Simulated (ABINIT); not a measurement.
# SnO2 (Cassiterite): a self-consistent loop beyond G0W0, cycle by cycle, part 2 of 3

Wanted: G0W0 and self-consistent gaps of SnO2 (Cassiterite), with the cost of the cycles.

ABINIT 10.8.3; PBE and many-body steps on it, plane waves. Known limits of the many-body steps: not at the basis limit; no spin-orbit coupling; coarse k mesh.

So far. Step 5 (evGW0, cycle 1): Against G0W0 in ABINIT (4×4×4 mesh, 81 bands, screening to 106.1 eV, Godby-Needs plasmon pole), the gap moves by +0.292 eV. This first cycle still uses the starting levels; it takes the full correction, at all points of the mesh, and its linearised value is 2.790 eV. Step 6 (evGW0, cycle 2): Against the cycle before, the gap moves by −0.063 eV.

### Step 7. evGW0, cycle 3

Level of this step: evGW0 on PBE, plane waves, norm-conserving pseudopotentials (ABINIT).

File run.abi:

```
acell 3*1.0 Angstrom
rprim 
  4.738000000000 0.000000000000 0.000000000000
  0.000000000000 4.738000000000 0.000000000000
  0.000000000000 0.000000000000 3.186500000000
ntypat 2
znucl 50 8
natom 6
typat 1 1 2 2 2 2
xred 
  0.000000000000 0.000000000000 0.000000000000
  0.500000000000 0.500000000000 0.500000000000
  0.307100000000 0.307100000000 0.000000000000
  0.192900000000 0.807100000000 0.500000000000
  0.692900000000 0.692900000000 0.000000000000
  0.807100000000 0.192900000000 0.500000000000
pp_dirpath "pseudos"
pseudos "Sn.upf, O.upf"
ecut 42
ngkpt 4 4 4
nshiftk 1
shiftk 0 0 0
kptopt 1
chksymbreak 0
istwfk *1
occopt 1
irdwfk 1
optdriver 4
nband 81
gwcalctyp 10
ecutsigx 42
symsigma 1
nkptgw 18
kptgw 
  0.0000000000 0.0000000000 0.0000000000
  0.2500000000 0.0000000000 0.0000000000
  0.5000000000 0.0000000000 0.0000000000
  0.2500000000 0.2500000000 0.0000000000
  0.5000000000 0.2500000000 0.0000000000
  0.5000000000 0.5000000000 0.0000000000
  0.0000000000 0.0000000000 0.2500000000
  0.2500000000 0.0000000000 0.2500000000
  0.5000000000 0.0000000000 0.2500000000
  0.2500000000 0.2500000000 0.2500000000
  0.5000000000 0.2500000000 0.2500000000
  0.5000000000 0.5000000000 0.2500000000
  0.0000000000 0.0000000000 0.5000000000
  0.2500000000 0.0000000000 0.5000000000
  0.5000000000 0.0000000000 0.5000000000
  0.2500000000 0.2500000000 0.5000000000
  0.5000000000 0.2500000000 0.5000000000
  0.5000000000 0.5000000000 0.5000000000
bdgw 
  23 40
  23 40
  23 40
  23 40
  23 40
  23 40
  23 40
  23 40
  23 40
  23 40
  23 40
  23 40
  23 40
  23 40
  23 40
  23 40
  23 40
  23 40
ecuteps 3.9
irdscr 1
ppmodel 1
irdqps 1
indata_prefix "in"
outdata_prefix "out"
tmpdata_prefix "tmp"
```

Started as:

```
OMP_NUM_THREADS=1 mpirun -n 4 abinit run.abi > log
```

Log:

```text
.Version 10.8.3 of ABINIT. v10.8.2 released Aug 2026.

 Symmetries : space group P4_2/m n m (#136); Bravais tP (primitive tetrag.)
[... echo of the input left out ...]
== DATASET  1 ==================================================================
-   mpi_nproc: 4, omp_nthreads: 1 (-1 if OMP is not activated)

--- !DatasetInfo
iteration_state: {dtset: 1, }
dimensions: {natom: 6, nkpt: 18, mband: 81, nsppol: 1, nspinor: 1, nspden: 1, mpw: 6312, }
cutoff_energies: {ecut:  42.0, pawecutdg:  -1.0, }
[...]
.  kptgw no:  4; Maximum DeltaE = (  -0.002  -0.000) for band index:  1
[...]
.  kptgw no: 17; Maximum DeltaE = (   0.019  -0.000) for band index: 18
.  kptgw no: 18; Maximum DeltaE = (   0.013  -0.002) for band index:  2

== END DATASET(S) ==============================================================
================================================================================

 -outvars: echo values of variables after computation  --------
           etotal      0.0000000000E+00
            nband          81
             nkpt          18
          spgroup         136
 [... the other variables as echoed above ...]

 Calculation completed.
```

It took 8.2 min on 4 MPI ranks of Arm Neoverse V1, shared host; peak memory 3.6 GiB.

This step gave:

- quasiparticle gap on the mesh: 3.01 eV
- gap of the density functional on the mesh: 1.284 eV
- k of the valence top: 0, 0, 0
- k of the conduction bottom: 0, 0, 0
- least direct quasiparticle gap on the computed points: 3.01 eV

Against the cycle before, the gap moves by −0.009 eV.

### Step 8. Screening, 4×4×4 mesh, 81 bands, screening to 106.1 eV

This step: RPA screening on PBE, plane waves, norm-conserving pseudopotentials.

File run.abi:

```
acell 3*1.0 Angstrom
rprim 
  4.738000000000 0.000000000000 0.000000000000
  0.000000000000 4.738000000000 0.000000000000
  0.000000000000 0.000000000000 3.186500000000
ntypat 2
znucl 50 8
natom 6
typat 1 1 2 2 2 2
xred 
  0.000000000000 0.000000000000 0.000000000000
  0.500000000000 0.500000000000 0.500000000000
  0.307100000000 0.307100000000 0.000000000000
  0.192900000000 0.807100000000 0.500000000000
  0.692900000000 0.692900000000 0.000000000000
  0.807100000000 0.192900000000 0.500000000000
pp_dirpath "pseudos"
pseudos "Sn.upf, O.upf"
ecut 42
ngkpt 4 4 4
nshiftk 1
shiftk 0 0 0
kptopt 1
chksymbreak 0
istwfk *1
occopt 1
irdwfk 1
optdriver 3
nband 81
ecuteps 3.9
inclvkb 2
awtr 1
symchi 1
gwcalctyp 10
mbpt_sciss 2.540 eV
nqptdm 1
qptdm 
  0 0 0
indata_prefix "in"
outdata_prefix "out"
tmpdata_prefix "tmp"
```

Log:

```text
.Version 10.8.3 of ABINIT. v10.8.2 released Aug 2026.

 Symmetries : space group P4_2/m n m (#136); Bravais tP (primitive tetrag.)
[... echo of the input left out ...]
== DATASET  1 ==================================================================
-   mpi_nproc: 4, omp_nthreads: 1 (-1 if OMP is not activated)

--- !DatasetInfo
iteration_state: {dtset: 1, }
dimensions: {natom: 6, nkpt: 18, mband: 81, nsppol: 1, nspinor: 1, nspden: 1, mpw: 6312, }
cutoff_energies: {ecut:  42.0, pawecutdg:  -1.0, }
electrons: {nelect:   6.80000000E+01, charge:   0.00000000E+00, occopt:   1.00000000E+00, tsmear:   1.00000000E-02, }

 SCREENING: Calculation of the susceptibility and dielectric matrices

 Based on a program developped by R.W. Godby, V. Olevano, G. Onida, and L. Reining.
 Incorporated in ABINIT by V. Olevano, G.-M. Rignanese, and M. Torrent.
.Using double precision arithmetic ; gwpc =  8

[... cell and pseudopotentials left out ...]
--------------------------------------------------------------------------------

 ==== K-mesh for the wavefunctions ====
 Number of points in the irreducible wedge :    18
[... list of points left out ...]
 Together with 16 symmetry operations and time-reversal symmetry
 yields    64 points in the full Brillouin Zone.

 ==== Q-mesh for the screening function ====
 Number of points in the irreducible wedge :    18
[... list of points left out ...]
 Together with 16 symmetry operations and time-reversal symmetry
 yields    64 points in the full Brillouin Zone.

 setmesh: FFT mesh size selected  =    36x   36x   24
          total number of points  =        31104

 vcoul_init : cutoff-mode = AUXILIARY_FUNCTION
 q-points for optical limit:   1
     1)      0.000010    0.000020    0.000030

 Dielectric matrix will be calculated only for some
 selected q points provided by the user through the input variables
 nqptdm and qptdm

- screening: taking advantage of time-reversal symmetry
- Maximum band index for partially occupied states nbvw = 34
- Remaining bands to be divided among processors   nbcw = 47
- Number of bands treated by each node ~11

 rdqps: reading QP wavefunctions of the previous step
        looking for file in_QPS
 file not found, 1st iteration initialized with KS eigenelements

 screening : performing a first self-consistency
 update of the energies in W by a scissor operator
 applying a scissor operator of [eV] :   2.540

 Number of electrons calculated from density =   68.0000; Expected =   68.0000
 average of density, n =  0.140867
 r_s =    1.1923
 omega_plasma =   36.2043 [eV]

 calculating chi0 at frequencies [eV] :
  1    0.000000E+00    0.000000E+00
  2    0.000000E+00    3.620427E+01

--------------------------------------------------------------------------------
  q-point number  1        q = ( 0.000000, 0.000000, 0.000000) [r.l.u.]
--------------------------------------------------------------------------------
[... chi0 elements left out ...]
 For q-point:  0.000010 0.000020 0.000030
  dielectric constant =   3.7034
  dielectric constant without local fields =   3.8367

  Average fulfillment of the sum rule on Im[epsilon] for q-point    1 :     34.00  [%]
[... wings left out ...]
== END DATASET(S) ==============================================================
================================================================================

 -outvars: echo values of variables after computation  --------
           etotal      0.0000000000E+00
            nband          81
             nkpt          18
          spgroup         136
 [... the other variables as echoed above ...]

 Calculation completed.
```

Run time: 39 s. Hardware: 4 MPI ranks; peak memory 2.3 GiB.

This step gave:

| Item | Value |
| --- | --- |
| ε∞ with local fields, on this mesh, along the program's q direction | 3.703 |
| the same without local fields | 3.837 |
| plasma frequency | 36.20 eV |
| plane waves in the screening matrix | 177 |

This screening uses the functional's bands under a rigid shift, the mean opening of the cycle before.

### Step 9. Screening, 4×4×4 mesh, 81 bands, screening to 106.1 eV

This step: RPA screening on PBE from quasiparticle energies, plane waves, norm-conserving pseudopotentials.

Edit run.abi of step 8 so:

```diff
@@ -33,7 +33,23 @@
 symchi 1
+irdqps 1
 gwcalctyp 10
-mbpt_sciss 2.540 eV
-nqptdm 1
+nqptdm 17
 qptdm 
-  0 0 0
+  0.2500000000 0.0000000000 0.0000000000
+  0.5000000000 0.0000000000 0.0000000000
+  0.2500000000 0.2500000000 0.0000000000
+  0.5000000000 0.2500000000 0.0000000000
+  0.5000000000 0.5000000000 0.0000000000
+  0.0000000000 0.0000000000 0.2500000000
+  0.2500000000 0.0000000000 0.2500000000
+  0.5000000000 0.0000000000 0.2500000000
+  0.2500000000 0.2500000000 0.2500000000
+  0.5000000000 0.2500000000 0.2500000000
+  0.5000000000 0.5000000000 0.2500000000
+  0.0000000000 0.0000000000 0.5000000000
+  0.2500000000 0.0000000000 0.5000000000
+  0.5000000000 0.0000000000 0.5000000000
+  0.2500000000 0.2500000000 0.5000000000
+  0.5000000000 0.2500000000 0.5000000000
+  0.5000000000 0.5000000000 0.5000000000
 indata_prefix "in"
```

File mrgscr.stdin:

```
2
merged
q0_SCR
out_SCR
1
```

Started as:

```
OMP_NUM_THREADS=1 mpirun -n 4 abinit run.abi > log; mrgscr < mrgscr.stdin
```

Log:

```text
.Version 10.8.3 of ABINIT. v10.8.2 released Aug 2026.

 Symmetries : space group P4_2/m n m (#136); Bravais tP (primitive tetrag.)
[... echo of the input left out ...]
== DATASET  1 ==================================================================
-   mpi_nproc: 4, omp_nthreads: 1 (-1 if OMP is not activated)

--- !DatasetInfo
iteration_state: {dtset: 1, }
dimensions: {natom: 6, nkpt: 18, mband: 81, nsppol: 1, nspinor: 1, nspden: 1, mpw: 6312, }
cutoff_energies: {ecut:  42.0, pawecutdg:  -1.0, }
[...]
q-point number  1        q = ( 0.250000, 0.000000, 0.000000) [r.l.u.]
--------------------------------------------------------------------------------
[... chi0 elements left out ...]
  Average fulfillment of the sum rule on Im[epsilon] for q-point    2 :     47.12  [%]

--------------------------------------------------------------------------------
  q-point number  2        q = ( 0.500000, 0.000000, 0.000000) [r.l.u.]
--------------------------------------------------------------------------------
[... chi0 elements left out ...]
  Average fulfillment of the sum rule on Im[epsilon] for q-point    3 :     41.56  [%]

 [... 15 further q-points ...]
```

Wall time 2.1 min (4 MPI ranks); peak memory 2.1 GiB.

This step gave:

```yaml
plasma_frequency: 36.20 eV
plane_waves_in_the_screening_matrix: 177
```

This screening reads the quasiparticle levels of the cycle before.

### Step 10. evGW, cycle 1

This step: evGW on PBE, plane waves, norm-conserving pseudopotentials.

Edit run.abi of step 9 so:

```diff
@@ -27,12 +27,10 @@
 irdwfk 1
-optdriver 3
+optdriver 4
 nband 81
-ecuteps 3.9
-inclvkb 2
-awtr 1
-symchi 1
-irdqps 1
 gwcalctyp 10
-nqptdm 17
-qptdm 
+ecutsigx 42
+symsigma 1
+nkptgw 18
+kptgw 
+  0.0000000000 0.0000000000 0.0000000000
   0.2500000000 0.0000000000 0.0000000000
@@ -54,2 +52,25 @@
   0.5000000000 0.5000000000 0.5000000000
+bdgw 
+  23 40
+  23 40
+  23 40
+  23 40
+  23 40
+  23 40
+  23 40
+  23 40
+  23 40
+  23 40
+  23 40
+  23 40
+  23 40
+  23 40
+  23 40
+  23 40
+  23 40
+  23 40
+ecuteps 3.9
+irdscr 1
+ppmodel 1
+irdqps 1
 indata_prefix "in"
```

Started as:

```
OMP_NUM_THREADS=1 mpirun -n 4 abinit run.abi > log
```

Log:

```text
.Version 10.8.3 of ABINIT. v10.8.2 released Aug 2026.

 Symmetries : space group P4_2/m n m (#136); Bravais tP (primitive tetrag.)
[... echo of the input left out ...]
== DATASET  1 ==================================================================
-   mpi_nproc: 4, omp_nthreads: 1 (-1 if OMP is not activated)

--- !DatasetInfo
iteration_state: {dtset: 1, }
dimensions: {natom: 6, nkpt: 18, mband: 81, nsppol: 1, nspinor: 1, nspden: 1, mpw: 6312, }
cutoff_energies: {ecut:  42.0, pawecutdg:  -1.0, }
[...]
.  kptgw no:  4; Maximum DeltaE = (   0.162  -0.000) for band index:  1
[...]
.  kptgw no: 17; Maximum DeltaE = (   0.175   0.001) for band index:  1
.  kptgw no: 18; Maximum DeltaE = (   0.179   0.000) for band index:  1

== END DATASET(S) ==============================================================
================================================================================

 -outvars: echo values of variables after computation  --------
           etotal      0.0000000000E+00
            nband          81
             nkpt          18
          spgroup         136
 [... the other variables as echoed above ...]

 Calculation completed.
```

It took 8.3 min on 4 MPI ranks; peak memory 3.6 GiB; 33 min of CPU time.

This step gave:

| Property | Result |
| --- | --- |
| quasiparticle gap on the mesh | 3.424 eV |
| gap of the density functional on the mesh | 1.284 eV |
| k of the valence top | 0, 0, 0 |
| k of the conduction bottom | 0, 0, 0 |
| least direct quasiparticle gap on the computed points | 3.424 eV |

Against G0W0 in ABINIT (4×4×4 mesh, 81 bands, screening to 106.1 eV, Godby-Needs plasmon pole), the gap moves by +0.634 eV.

### Step 11. Screening, 4×4×4 mesh, 81 bands, screening to 106.1 eV

This step: RPA screening on PBE, plane waves, norm-conserving pseudopotentials.

File run.abi:

```
acell 3*1.0 Angstrom
rprim 
  4.738000000000 0.000000000000 0.000000000000
  0.000000000000 4.738000000000 0.000000000000
  0.000000000000 0.000000000000 3.186500000000
ntypat 2
znucl 50 8
natom 6
typat 1 1 2 2 2 2
xred 
  0.000000000000 0.000000000000 0.000000000000
  0.500000000000 0.500000000000 0.500000000000
  0.307100000000 0.307100000000 0.000000000000
  0.192900000000 0.807100000000 0.500000000000
  0.692900000000 0.692900000000 0.000000000000
  0.807100000000 0.192900000000 0.500000000000
pp_dirpath "pseudos"
pseudos "Sn.upf, O.upf"
ecut 42
ngkpt 4 4 4
nshiftk 1
shiftk 0 0 0
kptopt 1
chksymbreak 0
istwfk *1
occopt 1
irdwfk 1
optdriver 3
nband 81
ecuteps 3.9
inclvkb 2
awtr 1
symchi 1
gwcalctyp 10
mbpt_sciss 3.002 eV
nqptdm 1
qptdm 
  0 0 0
indata_prefix "in"
outdata_prefix "out"
tmpdata_prefix "tmp"
```

Log:

```text
.Version 10.8.3 of ABINIT. v10.8.2 released Aug 2026.

 Symmetries : space group P4_2/m n m (#136); Bravais tP (primitive tetrag.)
[... echo of the input left out ...]
== DATASET  1 ==================================================================
-   mpi_nproc: 4, omp_nthreads: 1 (-1 if OMP is not activated)

--- !DatasetInfo
iteration_state: {dtset: 1, }
dimensions: {natom: 6, nkpt: 18, mband: 81, nsppol: 1, nspinor: 1, nspden: 1, mpw: 6312, }
cutoff_energies: {ecut:  42.0, pawecutdg:  -1.0, }
[...]
[... chi0 elements left out ...]
 For q-point:  0.000010 0.000020 0.000030
  dielectric constant =   3.5989
  dielectric constant without local fields =   3.7243

  Average fulfillment of the sum rule on Im[epsilon] for q-point    1 :     34.53  [%]
[... wings left out ...]
== END DATASET(S) ==============================================================
================================================================================

 -outvars: echo values of variables after computation  --------
           etotal      0.0000000000E+00
            nband          81
             nkpt          18
          spgroup         136
 [... the other variables as echoed above ...]

 Calculation completed.
```

Wall time 40 s (4 MPI ranks); peak memory 2.3 GiB.

Numbers from this step:

- ε∞ with local fields, on this mesh, along the program's q direction: 3.599
- the same without local fields: 3.724
- plasma frequency: 36.20 eV
- plane waves in the screening matrix: 177

This screening uses the functional's bands under a rigid shift, the mean opening of the cycle before.

### Step 12. Screening, 4×4×4 mesh, 81 bands, screening to 106.1 eV

This step: RPA screening on PBE from quasiparticle energies, plane waves, norm-conserving pseudopotentials.

Edit run.abi of step 11 so:

```diff
@@ -33,7 +33,23 @@
 symchi 1
+irdqps 1
 gwcalctyp 10
-mbpt_sciss 3.002 eV
-nqptdm 1
+nqptdm 17
 qptdm 
-  0 0 0
+  0.2500000000 0.0000000000 0.0000000000
+  0.5000000000 0.0000000000 0.0000000000
+  0.2500000000 0.2500000000 0.0000000000
+  0.5000000000 0.2500000000 0.0000000000
+  0.5000000000 0.5000000000 0.0000000000
+  0.0000000000 0.0000000000 0.2500000000
+  0.2500000000 0.0000000000 0.2500000000
+  0.5000000000 0.0000000000 0.2500000000
+  0.2500000000 0.2500000000 0.2500000000
+  0.5000000000 0.2500000000 0.2500000000
+  0.5000000000 0.5000000000 0.2500000000
+  0.0000000000 0.0000000000 0.5000000000
+  0.2500000000 0.0000000000 0.5000000000
+  0.5000000000 0.0000000000 0.5000000000
+  0.2500000000 0.2500000000 0.5000000000
+  0.5000000000 0.2500000000 0.5000000000
+  0.5000000000 0.5000000000 0.5000000000
 indata_prefix "in"
```

mrgscr.stdin is that of step 9.

Started as:

```
OMP_NUM_THREADS=1 mpirun -n 4 abinit run.abi > log; mrgscr < mrgscr.stdin
```

Log:

```text
.Version 10.8.3 of ABINIT. v10.8.2 released Aug 2026.

 Symmetries : space group P4_2/m n m (#136); Bravais tP (primitive tetrag.)
[... echo of the input left out ...]
== DATASET  1 ==================================================================
-   mpi_nproc: 4, omp_nthreads: 1 (-1 if OMP is not activated)

--- !DatasetInfo
iteration_state: {dtset: 1, }
dimensions: {natom: 6, nkpt: 18, mband: 81, nsppol: 1, nspinor: 1, nspden: 1, mpw: 6312, }
cutoff_energies: {ecut:  42.0, pawecutdg:  -1.0, }
[...]
q-point number  1        q = ( 0.250000, 0.000000, 0.000000) [r.l.u.]
--------------------------------------------------------------------------------
[... chi0 elements left out ...]
  Average fulfillment of the sum rule on Im[epsilon] for q-point    2 :     47.85  [%]

--------------------------------------------------------------------------------
  q-point number  2        q = ( 0.500000, 0.000000, 0.000000) [r.l.u.]
--------------------------------------------------------------------------------
[... chi0 elements left out ...]
  Average fulfillment of the sum rule on Im[epsilon] for q-point    3 :     42.11  [%]

 [... 15 further q-points ...]
```

The job ended after 2.1 min (4 MPI ranks; peak memory 2.1 GiB; 8.4 min of CPU time).

This step gave:

| Property | Result |
| --- | --- |
| plasma frequency | 36.20 eV |
| plane waves in the screening matrix | 177 |

This screening reads the quasiparticle levels of the cycle before.

### Step 13. evGW, cycle 2

This step: evGW on PBE, plane waves, norm-conserving pseudopotentials.

Edit run.abi of step 12 so:

```diff
@@ -27,12 +27,10 @@
 irdwfk 1
-optdriver 3
+optdriver 4
 nband 81
-ecuteps 3.9
-inclvkb 2
-awtr 1
-symchi 1
-irdqps 1
 gwcalctyp 10
-nqptdm 17
-qptdm 
+ecutsigx 42
+symsigma 1
+nkptgw 18
+kptgw 
+  0.0000000000 0.0000000000 0.0000000000
   0.2500000000 0.0000000000 0.0000000000
@@ -54,2 +52,25 @@
   0.5000000000 0.5000000000 0.5000000000
+bdgw 
+  23 40
+  23 40
+  23 40
+  23 40
+  23 40
+  23 40
+  23 40
+  23 40
+  23 40
+  23 40
+  23 40
+  23 40
+  23 40
+  23 40
+  23 40
+  23 40
+  23 40
+  23 40
+ecuteps 3.9
+irdscr 1
+ppmodel 1
+irdqps 1
 indata_prefix "in"
```

Started as:

```
OMP_NUM_THREADS=1 mpirun -n 4 abinit run.abi > log
```

Log:

```text
.Version 10.8.3 of ABINIT. v10.8.2 released Aug 2026.

 Symmetries : space group P4_2/m n m (#136); Bravais tP (primitive tetrag.)
[... echo of the input left out ...]
== DATASET  1 ==================================================================
-   mpi_nproc: 4, omp_nthreads: 1 (-1 if OMP is not activated)

--- !DatasetInfo
iteration_state: {dtset: 1, }
dimensions: {natom: 6, nkpt: 18, mband: 81, nsppol: 1, nspinor: 1, nspden: 1, mpw: 6312, }
cutoff_energies: {ecut:  42.0, pawecutdg:  -1.0, }
[...]
.  kptgw no:  3; Maximum DeltaE = (   0.018  -0.000) for band index:  1
[...]
.  kptgw no: 17; Maximum DeltaE = (   0.023  -0.000) for band index:  3
.  kptgw no: 18; Maximum DeltaE = (   0.015  -0.001) for band index:  1

== END DATASET(S) ==============================================================
================================================================================

 -outvars: echo values of variables after computation  --------
           etotal      0.0000000000E+00
            nband          81
             nkpt          18
          spgroup         136
 [... the other variables as echoed above ...]

 Calculation completed.
```

Run time: 8.2 min. Hardware: 4 MPI ranks; peak memory 3.6 GiB; 33 min of CPU time.

This step gave:

```
quasiparticle gap on the mesh                         : 3.478 eV
gap of the density functional on the mesh             : 1.284 eV
k of the valence top                                  : 0, 0, 0
k of the conduction bottom                            : 0, 0, 0
least direct quasiparticle gap on the computed points : 3.478 eV
```

Against the cycle before, the gap moves by +0.054 eV.

(Continued in part 3 of 3.)

[Paths, hosts, dates, memory and timing lines, banners, echoed tables and standing remarks are left out of the program output.]

[Logs are printed without paths, hosts, clocks, repeated set-up lines and the standing remarks that a program may print on its own settings, such as how far it seeks lower states.]

[Runs of the session that timed out or met a known fault of the program may be left out.]

[Hosts, paths, dates, database ids (printed as entryN), source tags and the programs' standing remarks are cut or masked in the printed files.]

[G0W0 gaps are taken among the corrected bands and points alone; a level outside them can change the order at an edge.]

[Where Ansatz stands beside ABINIT at settings called matched, ABINIT's density can come from a denser mesh and the files from another edition; pairs whose starting gaps differed by over 0.03 eV were left out, so agreement reads better than it is.]
